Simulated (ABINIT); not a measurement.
# SiC (Moissanite): G0W0 in ABINIT against the bands in the screening

Wanted: the cheapest bands in the screening that holds the gap of SiC (Moissanite).

Main program and level: ABINIT 10.8.3; LDA and many-body steps on it, plane waves.

## 1. The starting structure

The structure is hexagonal, space group P6_3mc (No. 186). The conventional cell has a = 3.076 Å, b = 3.076 Å, c = 5.048 Å, α = 90.00°, β = 90.00°, γ = 120.00°. Si has 4 C at 1.87 to 1.94 Å nearest. Nearest to C lie 4 Si at 1.87 to 1.94 Å. Farther neighbours, and contacts between anions beyond the nearest, are not listed.

The cell and positions come from the Crystallography Open Database and are kept as given unless a step says otherwise.

## 2. Screening, 3×3×2 mesh, 16 bands, screening to 130.6 eV

This step: ABINIT 10.8.3; RPA screening on LDA, plane waves, norm-conserving pseudopotentials.

The RPA dielectric matrix is built and inverted for each q.

run.abi

```
acell 3*1.0 Angstrom
rprim 
  3.075999999976 0.000000000005 0.000000000000
  -1.537999999993 2.663894142018 0.000000000000
  0.000000000000 0.000000000000 5.048000000000
ntypat 2
znucl 14 6
natom 4
typat 1 1 2 2
xred 
  0.333333333333 0.666666666667 0.000000000000
  0.666666666667 0.333333333333 0.500000000000
  0.333333333333 0.666666666667 0.385000000000
  0.666666666667 0.333333333333 0.885000000000
pp_dirpath "pseudos"
pseudos "Si.upf, C.upf"
ecut 37
ngkpt 3 3 2
nshiftk 1
shiftk 0 0 0
kptopt 1
chksymbreak 0
istwfk *1
occopt 1
irdwfk 1
optdriver 3
nband 16
ecuteps 4.8
inclvkb 2
awtr 1
symchi 1
indata_prefix "in"
outdata_prefix "out"
tmpdata_prefix "tmp"
```

Started as:

```
OMP_NUM_THREADS=1 mpirun -n 4 abinit run.abi > log
```

What it wrote:

```text
.Version 10.8.3 of ABINIT. v10.8.2 released Aug 2026.

 Symmetries : space group P6_3 m c (#186); Bravais hP (primitive hexag.)
[... echo of the input left out ...]
== DATASET  1 ==================================================================
-   mpi_nproc: 4, omp_nthreads: 1 (-1 if OMP is not activated)

--- !DatasetInfo
iteration_state: {dtset: 1, }
dimensions: {natom: 4, nkpt: 6, mband: 16, nsppol: 1, nspinor: 1, nspden: 1, mpw: 3018, }
cutoff_energies: {ecut:  37.0, pawecutdg:  -1.0, }
electrons: {nelect:   1.60000000E+01, charge:   0.00000000E+00, occopt:   1.00000000E+00, tsmear:   1.00000000E-02, }

 SCREENING: Calculation of the susceptibility and dielectric matrices

 Based on a program developped by R.W. Godby, V. Olevano, G. Onida, and L. Reining.
 Incorporated in ABINIT by V. Olevano, G.-M. Rignanese, and M. Torrent.
.Using double precision arithmetic ; gwpc =  8

[... cell and pseudopotentials left out ...]
--------------------------------------------------------------------------------

 ==== K-mesh for the wavefunctions ====
 Number of points in the irreducible wedge :     6
[... list of points left out ...]
 Together with 12 symmetry operations and time-reversal symmetry
 yields    18 points in the full Brillouin Zone.

 ==== Q-mesh for the screening function ====
 Number of points in the irreducible wedge :     6
[... list of points left out ...]
 Together with 12 symmetry operations and time-reversal symmetry
 yields    18 points in the full Brillouin Zone.

 setmesh: FFT mesh size selected  =    20x   20x   36
          total number of points  =        14400

 vcoul_init : cutoff-mode = AUXILIARY_FUNCTION
 q-points for optical limit:   1
     1)      0.000010    0.000020    0.000030

- screening: taking advantage of time-reversal symmetry
- Maximum band index for partially occupied states nbvw = 8
- Remaining bands to be divided among processors   nbcw = 8
- Number of bands treated by each node ~2

 Number of electrons calculated from density =   16.0000; Expected =   16.0000
 average of density, n =  0.057319
 r_s =    1.6089
 omega_plasma =   23.0944 [eV]

 calculating chi0 at frequencies [eV] :
  1    0.000000E+00    0.000000E+00
  2    0.000000E+00    2.309436E+01

--------------------------------------------------------------------------------
  q-point number  1        q = ( 0.000000, 0.000000, 0.000000) [r.l.u.]
--------------------------------------------------------------------------------
[... chi0 elements left out ...]
 For q-point:  0.000010 0.000020 0.000030
  dielectric constant =   8.6687
  dielectric constant without local fields =   9.3971

  Average fulfillment of the sum rule on Im[epsilon] for q-point    1 :     23.56  [%]
[... wings left out ...]
  q-point number  2        q = ( 0.333333, 0.000000, 0.000000) [r.l.u.]
--------------------------------------------------------------------------------
[... chi0 elements left out ...]
  Average fulfillment of the sum rule on Im[epsilon] for q-point    2 :     34.51  [%]

 [... 4 further q-points ...]
```

Run time: 2.8 s. Hardware: 4 MPI ranks of Arm Neoverse V1, shared host; peak memory 0.1 GiB; 11 s of CPU time.

Numbers from this step:

| Property | Result |
| --- | --- |
| ε∞ with local fields, on this mesh | 8.669 |
| ε∞ without local fields, on this mesh | 9.397 |
| plasma frequency | 23.09 eV |
| plane waves in the screening matrix | 135 |

Local fields lower ε∞ by 8 %. On a Γ-centred mesh this coarse the value itself is usually too large, while a short band sum pulls it down.

## 3. 16 bands

The self-energy is evaluated for the states that the input lists, and the quasiparticle equation is solved.

This step: G0W0 on LDA, plane waves, norm-conserving pseudopotentials.

run.abi, as its differences from that of step 2:

```diff
@@ -25,8 +25,19 @@
 irdwfk 1
-optdriver 3
-nband 16
+optdriver 4
+nband 39
+gwcalctyp 0
+ecutsigx 37
+symsigma 1
+nkptgw 3
+kptgw 
+  0.0000000000 0.0000000000 0.0000000000
+  0.3333333333 0.3333333333 0.0000000000
+  0.3333333333 0.0000000000 0.0000000000
+bdgw 
+  6 10
+  7 10
+  7 10
 ecuteps 4.8
-inclvkb 2
-awtr 1
-symchi 1
+irdscr 1
+ppmodel 1
 indata_prefix "in"
```

What it wrote:

```text
.Version 10.8.3 of ABINIT. v10.8.2 released Aug 2026.

 Symmetries : space group P6_3 m c (#186); Bravais hP (primitive hexag.)
[... echo of the input left out ...]
== DATASET  1 ==================================================================
-   mpi_nproc: 4, omp_nthreads: 1 (-1 if OMP is not activated)

--- !DatasetInfo
iteration_state: {dtset: 1, }
dimensions: {natom: 4, nkpt: 6, mband: 39, nsppol: 1, nspinor: 1, nspden: 1, mpw: 3018, }
cutoff_energies: {ecut:  37.0, pawecutdg:  -1.0, }
electrons: {nelect:   1.60000000E+01, charge:   0.00000000E+00, occopt:   1.00000000E+00, tsmear:   1.00000000E-02, }

 SIGMA: Calculation of the GW corrections

 Based on a program developped by R.W. Godby, V. Olevano, G. Onida, and L. Reining.
 Incorporated in ABINIT by V. Olevano, G.-M. Rignanese, and M. Torrent.
.Using double precision arithmetic ; gwpc =  8

[... cell and pseudopotentials left out ...]
--------------------------------------------------------------------------------

 ==== K-mesh for the wavefunctions ====
 Number of points in the irreducible wedge :     6
[... list of points left out ...]
 Together with 12 symmetry operations and time-reversal symmetry
 yields    18 points in the full Brillouin Zone.

 ==== Q-mesh for screening function ====
 Number of points in the irreducible wedge :     6
[... list of points left out ...]
 Together with 12 symmetry operations and time-reversal symmetry
 yields    18 points in the full Brillouin Zone.

 vcoul_init : cutoff-mode = AUXILIARY_FUNCTION
 q-points for optical limit:   1
     1)      0.000010    0.000020    0.000030
 setmesh: FFT mesh size selected  =    27x   27x   54
          total number of points  =        39366

 Number of electrons calculated from density =   16.0000; Expected =   16.0000
 average of density, n =  0.057319
 r_s =    1.6089
 omega_plasma =   23.0944 [eV]

 === KS Band Gaps ===
  >>>> For spin  1
   Minimum direct gap =   4.3111 [eV], located at k-point      :   0.3333  0.0000  0.0000
   Fundamental gap    =   2.2220 [eV], Top of valence bands at :   0.0000  0.0000  0.0000
                                       Bottom of conduction at :   0.3333  0.3333  0.0000
 SIGMA fundamental parameters:
 PLASMON POLE MODEL  1
 number of plane-waves for SigmaX                 2997
 number of plane-waves for SigmaC and W            135
 number of plane-waves for wavefunctions          2997
 number of bands                                    39
 number of independent spin polarizations            1
 number of spinorial components                      1
 number of k-points in IBZ                           6
 number of q-points in IBZ                           6
 number of symmetry operations                      12
 number of k-points in BZ                           18
 number of q-points in BZ                           18
 number of frequencies for dSigma/dE                 9
 frequency step for dSigma/dE [eV]                0.25
 number of omega for Sigma on real axis              0
 max omega for Sigma on real axis  [eV]           0.00
 zcut for avoiding poles [eV]                     0.10

 EPSILON^-1 parameters (SCR file):
 dimension of the eps^-1 matrix on file            135
 dimension of the eps^-1 matrix used               135
 number of plane-waves for wavefunctions          2997
 number of bands                                    16
 number of q-points in IBZ                           6
 number of frequencies                               2
 number of real frequencies                          1
 number of imag frequencies                          1

 matrix elements of self-energy operator (all in [eV])

 Perturbative Calculation

--- !SelfEnergy_ee
iteration_state: {dtset: 1, }
kpoint     : [   0.000,    0.000,    0.000, ]
spin       : 1
KS_gap     :    4.582
QP_gap     :    5.600
Delta_QP_KS:    1.018
data: !SigmaeeData |
     Band     E0 <VxcDFT>   SigX SigC(E0)      Z dSigC/dE  Sig(E)    E-E0       E
        6   7.133 -14.990 -17.767   3.111   0.796  -0.256 -14.724   0.266   7.398
        7   7.133 -14.990 -17.767   3.111   0.796  -0.256 -14.724   0.266   7.398
        8   7.406 -14.790 -16.951   2.679   0.799  -0.251 -14.376   0.414   7.820
        9  11.988 -12.231  -6.614  -3.847   0.809  -0.236 -10.799   1.431  13.420
       10  13.440 -12.726  -6.990  -4.068   0.798  -0.254 -11.396   1.330  14.770

--- !SelfEnergy_ee
iteration_state: {dtset: 1, }
kpoint     : [   0.333,    0.333,    0.000, ]
spin       : 1
KS_gap     :    6.273
QP_gap     :    7.519
Delta_QP_KS:    1.246
data: !SigmaeeData |
     Band     E0 <VxcDFT>   SigX SigC(E0)      Z dSigC/dE  Sig(E)    E-E0       E
        7   3.355 -12.968 -16.502   3.519   0.781  -0.280 -12.980  -0.012   3.343
[...]
--- !SelfEnergy_ee
iteration_state: {dtset: 1, }
kpoint     : [   0.333,    0.000,    0.000, ]
spin       : 1
KS_gap     :    4.311
QP_gap     :    5.527
Delta_QP_KS:    1.216
data: !SigmaeeData |
     Band     E0 <VxcDFT>   SigX SigC(E0)      Z dSigC/dE  Sig(E)    E-E0       E
[...]
8   6.203 -14.579 -17.688   3.271   0.794  -0.260 -14.450   0.128   6.331
        9  10.514 -10.835  -5.676  -3.530   0.825  -0.212  -9.490   1.345  11.858
       10  12.172 -11.492  -6.132  -3.594   0.815  -0.227 -10.052   1.440  13.613

== END DATASET(S) ==============================================================
================================================================================

 -outvars: echo values of variables after computation  --------
           etotal      0.0000000000E+00
            nband          39
             nkpt           6
          spgroup         186
 [... the other variables as echoed above ...]

 Calculation completed.
```

It took 3.6 s on 4 MPI ranks; peak memory 0.35 GiB; 14 s of CPU time.

This step gave:

```
G0W0 gap on the mesh                         : 3.042 eV
starting gap on the mesh                     : 2.222 eV
k of the valence top                         : 0, 0, 0
k of the conduction bottom                   : 0.3333, 0.3333, 0
Z at the valence top                         : 0.799
Z at the conduction bottom                   : 0.831
least direct G0W0 gap on the computed points : 5.527 eV
```

The gap on the mesh goes from 2.22 eV to 3.04 eV, a correction of +0.82 eV.

## 4. Screening, 3×3×2 mesh, 39 bands, screening to 130.6 eV

This step: RPA screening on LDA, plane waves, norm-conserving pseudopotentials.

run.abi, as its differences from that of step 3:

```diff
@@ -25,19 +25,8 @@
 irdwfk 1
-optdriver 4
+optdriver 3
 nband 39
-gwcalctyp 0
-ecutsigx 37
-symsigma 1
-nkptgw 3
-kptgw 
-  0.0000000000 0.0000000000 0.0000000000
-  0.3333333333 0.3333333333 0.0000000000
-  0.3333333333 0.0000000000 0.0000000000
-bdgw 
-  6 10
-  7 10
-  7 10
 ecuteps 4.8
-irdscr 1
-ppmodel 1
+inclvkb 2
+awtr 1
+symchi 1
 indata_prefix "in"
```

What it wrote:

```text
.Version 10.8.3 of ABINIT. v10.8.2 released Aug 2026.

 Symmetries : space group P6_3 m c (#186); Bravais hP (primitive hexag.)
[... echo of the input left out ...]
== DATASET  1 ==================================================================
-   mpi_nproc: 4, omp_nthreads: 1 (-1 if OMP is not activated)

--- !DatasetInfo
iteration_state: {dtset: 1, }
dimensions: {natom: 4, nkpt: 6, mband: 39, nsppol: 1, nspinor: 1, nspden: 1, mpw: 3018, }
cutoff_energies: {ecut:  37.0, pawecutdg:  -1.0, }
electrons: {nelect:   1.60000000E+01, charge:   0.00000000E+00, occopt:   1.00000000E+00, tsmear:   1.00000000E-02, }

 SCREENING: Calculation of the susceptibility and dielectric matrices

 Based on a program developped by R.W. Godby, V. Olevano, G. Onida, and L. Reining.
 Incorporated in ABINIT by V. Olevano, G.-M. Rignanese, and M. Torrent.
.Using double precision arithmetic ; gwpc =  8

[... cell and pseudopotentials left out ...]
--------------------------------------------------------------------------------

 ==== K-mesh for the wavefunctions ====
 Number of points in the irreducible wedge :     6
[... list of points left out ...]
 Together with 12 symmetry operations and time-reversal symmetry
 yields    18 points in the full Brillouin Zone.

 ==== Q-mesh for the screening function ====
 Number of points in the irreducible wedge :     6
[... list of points left out ...]
 Together with 12 symmetry operations and time-reversal symmetry
 yields    18 points in the full Brillouin Zone.

 setmesh: FFT mesh size selected  =    20x   20x   36
          total number of points  =        14400

 vcoul_init : cutoff-mode = AUXILIARY_FUNCTION
 q-points for optical limit:   1
     1)      0.000010    0.000020    0.000030

- screening: taking advantage of time-reversal symmetry
- Maximum band index for partially occupied states nbvw = 8
- Remaining bands to be divided among processors   nbcw = 31
- Number of bands treated by each node ~7

 Number of electrons calculated from density =   16.0000; Expected =   16.0000
 average of density, n =  0.057319
 r_s =    1.6089
 omega_plasma =   23.0944 [eV]

 calculating chi0 at frequencies [eV] :
  1    0.000000E+00    0.000000E+00
  2    0.000000E+00    2.309436E+01

--------------------------------------------------------------------------------
  q-point number  1        q = ( 0.000000, 0.000000, 0.000000) [r.l.u.]
--------------------------------------------------------------------------------
[... chi0 elements left out ...]
 For q-point:  0.000010 0.000020 0.000030
  dielectric constant =   8.7857
  dielectric constant without local fields =   9.6161

  Average fulfillment of the sum rule on Im[epsilon] for q-point    1 :     55.13  [%]
[... wings left out ...]
  q-point number  2        q = ( 0.333333, 0.000000, 0.000000) [r.l.u.]
--------------------------------------------------------------------------------
[... chi0 elements left out ...]
  Average fulfillment of the sum rule on Im[epsilon] for q-point    2 :     66.28  [%]

 [... 4 further q-points ...]
```

Run time: 3.9 s. Hardware: 4 MPI ranks; peak memory 0.4 GiB.

Numbers from this step:

- ε∞ with local fields, on this mesh: 8.786
- ε∞ without local fields, on this mesh: 9.616
- plasma frequency: 23.09 eV
- plane waves in the screening matrix: 135

(Continued in part 2 of 2.)

[Long decimals in the printed logs are rounded to 6 places.]

[Logs are printed without paths, hosts, clocks, repeated set-up lines and the standing remarks that a program may print on its own settings, such as how far it seeks lower states.]

[Paths, hosts, dates, memory and timing lines, banners, echoed tables and standing remarks are left out of the program output; an Ansatz launch command may be rebuilt from the run's recorded settings. Measured values are a selection of at most five: reports struck by readers or far from the other reports are left out. None is set beside runs whose start may be inverted or whose files or cutoffs have a known fault.]

[Runs of the session that timed out or met a known fault of the program may be left out.]

[Hosts, paths, dates, database ids (printed as entryN), source tags and the programs' standing remarks are cut or masked in the printed files.]

[G0W0 gaps are taken among the corrected bands and points alone; a level outside them can change the order at an edge.]

[Where Ansatz stands beside ABINIT at settings called matched, ABINIT's density can come from a denser mesh and the files from another edition; pairs whose starting gaps differed by over 0.03 eV were left out, so agreement reads better than it is.]
